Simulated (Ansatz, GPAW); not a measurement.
# Mg/Rh(100): converging a work function, part 2 of 2

Wanted: a convergence study on the slab Mg/Rh(100).

GPAW 26.7.0 and Ansatz 0.2.0; Ansatz plane waves; slab in vacuum with a dipole correction, relaxation (the session's first sound run).

So far, upper work function (eV): step 2 (relaxing the atoms) 4.09.

**3. Plane waves, PBE**

The work function is the vacuum plateau of the electrostatic potential less the Fermi level; a dipole layer lets the two faces have plateaus of their own.

This step: GPAW, PAW setups; slab in vacuum (GPAW 26.7.0).

File run.py:

```python
import json
import numpy as np
from ase import Atoms
from gpaw import GPAW, PW

slab = Atoms(
    ['Rh', 'Rh', 'Rh', 'Rh', 'Mg'],
    positions=[
        [1.34350, 1.34350, 9.00000],
        [0.00000, 0.00000, 10.90000],
        [1.34350, 1.34350, 12.84346],
        [0.00000, 0.00000, 14.73137],
        [1.34350, 0.00000, 17.02497]],
    cell=[[2.68701, 0.0, 0.0], [0.0, 2.68701, 0.0], [0.0, 0.0, 26.35044]],
    pbc=[True, True, False])

slab.calc = GPAW(mode=PW(400), xc='PBE', kpts={'size': (12, 12, 1), 'gamma': True},
                 occupations={'name': 'fermi-dirac', 'width': 0.1}, nbands='140%',
                 convergence={'density': 1e-05}, maxiter=200,
                 poissonsolver={'dipolelayer': 'xy'},
                 symmetry={'tolerance': 1e-3}, txt='slab.txt')
result = {}
energy = slab.get_potential_energy()
fermi = slab.calc.get_fermi_level()
v = slab.calc.get_electrostatic_potential().mean((0, 1)) - fermi
n = slab.calc.get_pseudo_density().mean((0, 1))
L = slab.cell[2, 2]
z = np.arange(len(v)) * L / len(v)
low, high = slab.positions[:, 2].min(), slab.positions[:, 2].max()
below, above = np.interp([low - 6.8, high + 6.8], z, v)
slopes = [np.interp(x, z, np.gradient(v, z)) for x in (low - 6.8, high + 6.8)]
eps = np.array([[slab.calc.get_eigenvalues(k, s) for k in range(len(slab.calc.get_ibz_k_points()))]
                for s in range(slab.calc.get_number_of_spins())]) - fermi
top, bottom = eps[eps < 0].max(), eps[eps > 0].min()
dipole = slab.get_dipole_moment()[2]
print(f'energy {energy:.4f} eV, Fermi level {fermi:.4f} eV, dipole {dipole:.5f} e A')
print(f'potential 6.8 A off the faces, from the Fermi level: lower {below:.4f} eV, upper {above:.4f} eV')
print(f'slope of the potential there: lower {slopes[0]:.5f}, upper {slopes[1]:.5f} eV/A')
print(f'nearest levels on the mesh: {top:.4f} and {bottom:.4f} eV')
print('magnetic moment', round(slab.get_magnetic_moment(), 3))
result.update(energy=energy, fermi=fermi, dipole=dipole, below=below, above=above, slopes=slopes, edges=[top, bottom],
              z=z.tolist(), v=v.tolist(), n=n.tolist(), positions=slab.positions.tolist(),
              forces=slab.get_forces(apply_constraint=False).tolist(), moments=slab.get_magnetic_moments().tolist())
json.dump(result, open('result.json', 'w'))
```

Started as:

```
OMP_NUM_THREADS=1 OPENBLAS_NUM_THREADS=2 python run.py
```

Log:

```text
energy -28.9096 eV, Fermi level 1.0769 eV, dipole 0.03847 e A
potential 6.8 A off the faces, from the Fermi level: lower 5.0540 eV, upper 4.0902 eV
slope of the potential there: lower -0.00004, upper -0.00004 eV/A
nearest levels on the mesh: -0.0019 and 0.0023 eV
magnetic moment 0.0
```

It took 15 min on 2 threads of Arm Neoverse N1, shared host; peak memory 0.33 GiB.

Numbers from this step:

* dipole along the normal: 0.03847 e·Å
* levels nearest the Fermi level on the mesh: -0.001879, 0.002316 eV from the Fermi level
* lower work function: 5.054 eV

The electrostatic potential energy of an electron (without an applied field's), less the Fermi level, planar mean oscillates, so the rows of the table below give means over windows of 2 Å about each position, cut where the curve ends. Its maxima inside the range that stand out by 2 % of the span (Å: eV): 9.9: -2.84, 11.9: -2.62, 13.8: -3.11, 15.9: 0.499. Its minima: 9.0: -21.6, 10.9: -22.0, 12.9: -22.1, 14.8: -21.7, 17.1: -12.8.

Table of electrostatic potential energy of an electron (without an applied field's), less the Fermi level, planar mean by z; means over each step:

z (Å), electrostatic potential energy of an electron (without an applied field's), less the Fermi level, planar mean (eV) and a bar from the least value:
```
     1.00        5.0 ##############################
     3.00        5.1 ##############################
     5.00        5.0 ##############################
     7.00        4.3 #############################
     9.00      -10.5 ##
    11.00      -11.2 
    13.00      -11.4 
    15.00      -10.2 ##
    17.00       -6.3 #########
    19.00        3.0 ##########################
    21.00        4.1 ############################
    23.00        4.1 ############################
    25.00        4.1 ############################
```

The pseudo valence density, planar mean oscillates, so the rows of the table below give means over windows of 1.9 Å about each position, cut where the curve ends. Its maxima inside the range that stand out by 2 % of the span (Å: e/Å³): 9.1: 2.21, 11.0: 2.22, 12.9: 2.27, 14.8: 2.26, 17.1: 1.87. Its minima: 9.9: 0.420, 11.8: 0.398, 13.7: 0.427, 16.2: 0.158.

Pseudo valence density, planar mean against z; means over each step:

z (Å), pseudo valence density, planar mean (e/Å³) and a bar:
```
     4.75       0.00 
     6.65       0.01 
     8.55       0.95 ##########################
    10.45       1.09 ##############################
    12.35       1.07 #############################
    14.25       1.09 ##############################
    16.15       0.58 ################
    18.05       0.29 ########
    19.95       0.00 
    21.85       0.00
```

Force by atom:

```
atom  x (eV/Å)  y (eV/Å)  z (eV/Å)   size
 Rh1     0.000     0.000     0.179  0.179
 Rh2     0.000     0.000    -0.267  0.267
 Rh3     0.000     0.000    -0.005  0.005
 Rh4     0.000     0.000     0.069  0.069
 Mg5     0.000     0.000     0.028  0.028
```

The potential is flat to 4.2e-5 eV/Å where it is read, so the vacuum is wide enough. The geometry is the other program's minimum; here the largest force on a free atom is 0.069 eV/Å.

**4. Cutoff 200**

The cutoff limits how sharply the smooth valence waves can vary, which tells mostly near the atoms.

run.py: that of step 3 with these lines changed.

```diff
@@ -16,3 +16,3 @@
 
-slab.calc = GPAW(mode=PW(400), xc='PBE', kpts={'size': (12, 12, 1), 'gamma': True},
+slab.calc = GPAW(mode=PW(200), xc='PBE', kpts={'size': (12, 12, 1), 'gamma': True},
                  occupations={'name': 'fermi-dirac', 'width': 0.1}, nbands='140%',
```

Log:

```text
energy -26.3664 eV, Fermi level 1.0929 eV, dipole 0.03859 e A
potential 6.8 A off the faces, from the Fermi level: lower 5.1018 eV, upper 4.0824 eV
slope of the potential there: lower -0.00517, upper -0.00198 eV/A
nearest levels on the mesh: -0.0024 and 0.0065 eV
magnetic moment 0.0
```

The job ended after 3.2 min (2 threads; peak memory 0.2 GiB).

The run finished. A setting was moved off its sound value on purpose, so it serves as a test and not as the result.

The fault put into the input: a cutoff under that of the base run: the energy of the cell lies 2.5 eV from the base value (ecut = 200).

Side by side:

| quantity | this run | sound run | difference |
| --- | --- | --- | --- |
| dipole along the normal (e·Å) | 0.038593 | 0.038472 | 1.2e-4 |
| upper work function (eV) | 4.0824 | 4.0902 | -0.00776 |
| lower work function (eV) | 5.1018 | 5.0540 | 0.0478 |

One result that differs is the lower work function, 5.10 eV against 5.05 eV.

**5. Cutoff 300**

The cutoff limits how sharply the smooth valence waves can vary, which tells mostly near the atoms.

run.py: that of step 4 with these lines changed.

```diff
@@ -16,3 +16,3 @@
 
-slab.calc = GPAW(mode=PW(200), xc='PBE', kpts={'size': (12, 12, 1), 'gamma': True},
+slab.calc = GPAW(mode=PW(300), xc='PBE', kpts={'size': (12, 12, 1), 'gamma': True},
                  occupations={'name': 'fermi-dirac', 'width': 0.1}, nbands='140%',
```

Log:

```text
energy -27.7648 eV, Fermi level 1.0828 eV, dipole 0.03898 e A
potential 6.8 A off the faces, from the Fermi level: lower 5.0726 eV, upper 4.0927 eV
slope of the potential there: lower -0.00044, upper 0.00018 eV/A
nearest levels on the mesh: -0.0001 and 0.0030 eV
magnetic moment 0.0
```

Elapsed: 5.4 min, on 2 threads; peak memory 0.26 GiB.

The run finished. A setting was moved off its sound value on purpose, so it serves as a test and not as the result.

The fault put into the input: a cutoff under that of the base run: the energy of the cell lies 1.1 eV from the base value (ecut = 300).

The two runs compared:

| quantity | this run | sound run | difference |
| --- | --- | --- | --- |
| dipole along the normal (e·Å) | 0.038980 | 0.038472 | 5.1e-4 |
| upper work function (eV) | 4.0927 | 4.0902 | 0.00248 |
| lower work function (eV) | 5.0726 | 5.0540 | 0.0186 |

**6. Summary of results**

| Quantity | Value |
| --- | --- |
| work function, upper and lower face | 4.090 and 5.054 eV |
| dipole along the normal | 0.0385 e Å |

What this shows: With plane waves and PBE the work function is 4.09 eV on the upper face and 5.05 eV on the lower. The two faces differ by 0.96 eV, the step that the slab's dipole makes (e p/(ε0 A) gives 0.96 eV), so the dipole layer is needed. The cell of 7.22 Å² holds one Mg, started on one chosen site; other sites and coverages weren't tried. The in-plane lattice was kept as typed, which isn't the functional's own and leaves some strain; spin-orbit coupling and temperature are left out.

[Logs are printed without paths, hosts, clocks, repeated set-up lines and the standing remarks that a program may print on its own settings, such as how far it seeks lower states.]

[Hosts, paths, dates, database ids (printed as entryN), source tags and the programs' standing remarks are cut or masked in the printed files.]
